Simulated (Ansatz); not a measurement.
# How KBr (Fm-3m) expands on warming, part 3 of 4

How much does KBr expand with temperature?

Measurements to reproduce:
- volume expansion coefficient 116.1 1e-6/K and heat capacity C_P per formula unit 52.3 J/mol/K near room temperature (given in “High-Throughput Prediction of Finite-Temperature Properties using the Quasi-Harmonic Approximation”, 2016, arXiv:1603.06924)
- volume expansion coefficient 117.6 1e-6/K near room temperature (given in “Descriptors for thermal expansion in solids”, 2017, arXiv:1701.03966)

Ansatz 0.2.0; DFT r2SCAN, scalar-relativistic, plane waves, PAW.

So far. Step 2 (Probe on a coarse mesh): The start is under 0.066 GPa at this level and looks like an insulator or semiconductor on this mesh. Step 4 (Relaxing to small residual forces and stress): The residual pressure is 1.6e-4 GPa, small enough for phonons.

**5. Phonons on strained cells**

The study relaxes the crystal at several strains, solves the phonons on some of them and minimises the free energy at each temperature (static energy, vibrations, the electrons in a metal, and PV under a set pressure); the q-mesh sets how far the force constants reach.

Contents of input.yaml:

```yaml
crystal:
  lattice:
    - [0.0, 3.3045270881, 3.3045270881]
    - [3.3045270881, 0.0, 3.3045270881]
    - [3.3045270881, 3.3045270881, 0.0]
  atoms:
    - { symbol: K, position: [0.0, 0.0, 0.0] }
    - { symbol: Br, position: [0.5, 0.5, 0.5] }
kpoints:
  mp_grid: { grid: [8, 8, 8] }
hamiltonian:
  xc: r2scan
scf:
  occupations: { method: fixed }
  lower_state_search: "off"
output:
  eigenvalues: true
phonons:
  method: dfpt
  qmesh: [4, 4, 4]
  temperatures: { t_max: 500.0, t_step: 25 }
  thermal_expansion: {}
```

Started as:

```sh
$ ansatz run input.yaml --threads 4 --pin off --max-ram 16384MiB --backend cpu --events-out ev --progress --plain --runs-dir out
```

Numbers of over 12 decimals in the logs are rounded to 6 here.

Output:

```text
[...]
Crystal: 2 atoms, lattice volume = 72.170 Å³
Basis set: ecut = 580 eV, 2277 PW (Γ), exchange–correlation on 320×320×320 points (512 copies of the dense FFT grid, shifted against one another)
Bands: 12, of which v1, the nominal top of the filled ones, is band 8 counted from 1 (7 counted from 0)
Symmetry: 48 space group operations
[...]
k-points: 29 of 512
[...]
SCF iter   1: F=-4339.313234 eV  HF=-4339.301002 eV  |F-HF|=1.22e-2  |Δ(HF+E_count)|=         —  Δρ=2.55e-3  dr2=3.39e-3  dr2_τ=2.33e-3  ethr=1.77e-3  ⟨swp⟩=5.5  Hψ=2048  notcnv=0  defer=49
[...]
SCF iter   7: F=-4339.314647 eV  HF=-4339.314647 eV  |F-HF|=3.64e-12  |Δ(HF+E_count)|=  7.91e-11  Δρ=6.00e-8  dr2=1.60e-12  dr2_τ=2.59e-13  ethr=1.00e-12  ⟨swp⟩=9.4  Hψ=2472  notcnv=0
SCF 1 converged in 7 iterations: F = -4339.314647 eV  dr2 = 1.60e-12
[...]
relax step   1: F+E_penalty+E_count = -4339.31464713 eV  Δ(F+E_penalty+E_count) = +0.000e0 eV  max|allowed force component| = 3.800e-29 eV/Å  Δτ_max = 0.0000 Å  (7 SCF iters, accepted)
SCF converged after 7 iterations
Free energy (F): -4339.314647 eV
[...]
Internal energy: -4339.314647 eV  (E = F + TS)
E sigma→0 (E₀):  -4339.314647 eV
Fermi energy:    0.636817 eV
[...]
--- Stress (GPa, compression-positive) ---
       -0.001367      -0.000000       0.000000
        0.000000      -0.001367       0.000000
       -0.000000      -0.000000      -0.001367
  P = ⅓ Tr σ = -0.0014 GPa (-0.014 kbar)
--- Band table (eV; the first three rows and the last of 29) ---
  k-point 0: bands = [... 4 lower, -10.8888, 0.6368, 0.6368, 0.6368, 5.7022, 8.8714, 8.8714, 8.8714]
  k-point 1: bands = [... 4 lower, -10.8505, 0.4233, 0.5858, 0.5858, 6.0890, 8.7398, 9.0635, 9.0635]
  k-point 2: bands = [... 4 lower, -10.7634, -0.0155, 0.4673, 0.4673, 6.9376, 8.6973, 9.6010, 9.6010]
  k-point 28: bands = [... 4 lower, -10.7981, 0.0490, 0.0490, 0.1115, 8.5655, 8.5655, 9.7403, 10.4569]
── thermal expansion: 3 new cells, 3 in all ──
thermal expansion: relaxation of cell 2
thermal expansion: relaxation of cell 3
── thermal expansion: 2 new cells, 5 in all ──
thermal expansion: relaxation of cell 4
thermal expansion: phonons of cell 4
thermal expansion: relaxation of cell 5
thermal expansion: phonons of cell 5
── thermal expansion: 7 new cells, 12 in all ──
thermal expansion: relaxation of cell 6
thermal expansion: relaxation of cell 7
thermal expansion: relaxation of cell 8
thermal expansion: relaxation of cell 9
thermal expansion: relaxation of cell 10
thermal expansion: relaxation of cell 11
thermal expansion: relaxation of cell 12
thermal expansion: phonons of cell 6
thermal expansion: phonons of cell 7
thermal expansion: phonons of cell 8
thermal expansion: phonons of cell 9
--- Relaxed structure (1 steps of the walk, 1 accepted, 0 SCFs on fresh bases) ---
  F+E_penalty+E_count = -4339.31464713 eV   max|allowed force component| = 3.800e-29 eV/Å
  atoms:
    - { symbol: K, position: [0.0, 0.0, 0.0] }
    - { symbol: Br, position: [0.500000, 0.500000, 0.500000] }
--- Thermal expansion: 12 cells in 3 rounds, 0 GPa ---
  no lower state was looked for at cell 4: scf.lower_state_search: off
  without vibrations: a 4.67316, b 4.67316, c 4.67316 Å, V 72.1635 Å³, B 15.91 GPa
  at 0 K: a 4.68594, b 4.68594, c 4.68594 Å, V 72.7569 Å³, B 15.49 GPa
  zero-point expansion: a +0.273, b +0.273, c +0.273, V +0.822 %
      T/K        a/Å        b/Å        c/Å       V/Å³ | expansion of a, b, c, V (1e-6/K)   | that of V in the mean from 25 °C | C_P, C_V (J/mol K of the cell) | B_T, B_S (GPa)
     0.00    4.68594    4.68594    4.68594    72.7569 |    0.00    0.00    0.00    0.00 |   97.83 |     0.000     0.000 |    15.49    15.49
    50.00    4.68767    4.68767    4.68767    72.8378 |   20.35   20.35   20.35   61.05 |  113.19 |    29.765    29.640 |    15.33    15.39
   100.00    4.69429    4.69429    4.69429    73.1468 |   33.43   33.43   33.43  100.28 |  120.95 |    43.761    43.102 |    14.88    15.11
   150.00    4.70277    4.70277    4.70277    73.5440 |   38.23   38.23   38.23  114.69 |  126.00 |    47.979    46.723 |    14.38    14.77
   200.00    4.71214    4.71214    4.71214    73.9843 |   41.22   41.22   41.22  123.66 |  130.33 |    49.989    48.101 |    13.86    14.40
   250.00    4.72217    4.72217    4.72217    74.4575 |   43.77   43.77   43.77  131.31 |  134.51 |    51.330    48.756 |    13.32    14.02
   298.15    4.73240    4.73240    4.73240    74.9429 |   46.21   46.21   46.21  138.64 |       - |    52.410    49.104 |    12.78    13.64
   325.00    4.73837    4.73837    4.73837    75.2267 |   47.64   47.64   47.64  142.92 |  141.03 |    52.986    49.235 |    12.47    13.42
   375.00    4.75001    4.75001    4.75001    75.7822 |   50.52   50.52   50.52  151.56 |  145.73 |    54.077    49.408 |    11.88    13.00
   425.00    4.76240    4.76240    4.76240    76.3770 |   53.81   53.81   53.81  161.42 |  150.86 |    55.255    49.522 |    11.26    12.56
   475.00    4.77568    4.77568    4.77568    77.0176 |   57.67   57.67   57.67  173.01 |  156.54 |    56.591    49.602 |    10.60    12.09
   500.00    4.78270    4.78270    4.78270    77.3578 |   59.89   59.89   59.89  179.66 |  159.64 |    57.344    49.634 |    10.25    11.85
  the static fit leaves 0.001 meV an atom of the energies and, of the stresses, 0.000 GPa of each cell's largest along a strain (root mean squares over the cells), whose Pulay part it has at -0.011 GPa
  vibrations' free energy: its fit leaves 0.0000 meV an atom at the most
  the electrons' free energy at temperature is not in it: every band gap is over 0.52 eV
  free energies summed between the sampled wave vectors
  estimated error of the fitted expansion in any direction: up to 0.096e-6/K, at 500 K (an estimate, not a bound: it was exceeded on models of known expansion)
  by sums over the sampled wave vectors an expansion of the volume parts by up to 0.97e-6/K
  by a static energy of one degree less an expansion of the volume parts by up to 0.61e-6/K
  band gaps on the cells' k-points are 4.774 to 5.152 eV
```

Elapsed: 2.1 h, on 4 threads of Arm Neoverse V1, shared host; peak memory 10 GiB.

This step gave:

- pressure: -0.001367 GPa
- volume expansion coefficient at 298 K: 138.6 1e-6/K
- C_P at 298 K: 26.20 J/mol-atom/K
- entropy at 298 K: 49.04 J/mol-atom/K
- isothermal bulk modulus at 298 K: 12.78 GPa
- Grüneisen parameter at 298 K: 1.629
- volume at 298 K: 37.47 Å³/atom
- principal linear expansion coefficients at 298 K: 46.21, 46.21, 46.21 1e-6/K

Strained cells of the study; zero-point energy where phonons were solved; the pressures are stresses at a fixed cutoff and can carry an offset from the finite basis. Expansion cells, by row:

```
cell  |a| (Å)  |b| (Å)  |c| (Å)  V (Å³/atom)  E - E_lowest (meV/atom)  pressure, compression positive (GPa)  gap (eV)  zero-point energy (meV/atom)
   1    4.673    4.673    4.673        36.09                        0                                -0.012     5.065                             -
   2    4.711    4.711    4.711        36.96                     1.01                                 -0.37     4.999                             -
   3    4.636    4.636    4.636        35.23                    1.043                                 0.391     5.134                             -
   4    4.674    4.674    4.674        36.09                    0.001                                -0.015     5.065                         16.93
   5    4.697    4.697    4.697        36.64                    0.412                                -0.244     5.023                          16.5
   6    4.728    4.728    4.728        37.36                    2.108                                -0.519     4.969                         15.94
   7    4.755    4.755    4.755        38.01                    4.637                                 -0.74     4.923                         15.45
   8    4.783    4.783    4.783        38.68                    8.085                                -0.941     4.878                         14.96
   9     4.81     4.81     4.81        39.35                     12.4                                -1.124     4.833                         14.48
  10    4.627    4.627    4.627        35.03                    1.623                                 0.496     5.152                             -
  11     4.65     4.65     4.65        35.56                    0.394                                 0.231     5.108                             -
  12    4.849    4.849    4.849        40.31                    19.71                                -1.349     4.774                             -
```

(Part 3 of 4 ends here.)

[Logs are printed without paths, hosts, clocks, repeated set-up lines and the standing remarks that a program may print on its own settings, such as how far it seeks lower states.]

[Hosts, paths, dates, database ids (printed as entryN), source tags and the programs' standing remarks are cut or masked in the printed files.]

[A step with changed settings may run another functional than the one named; its input shows which.]
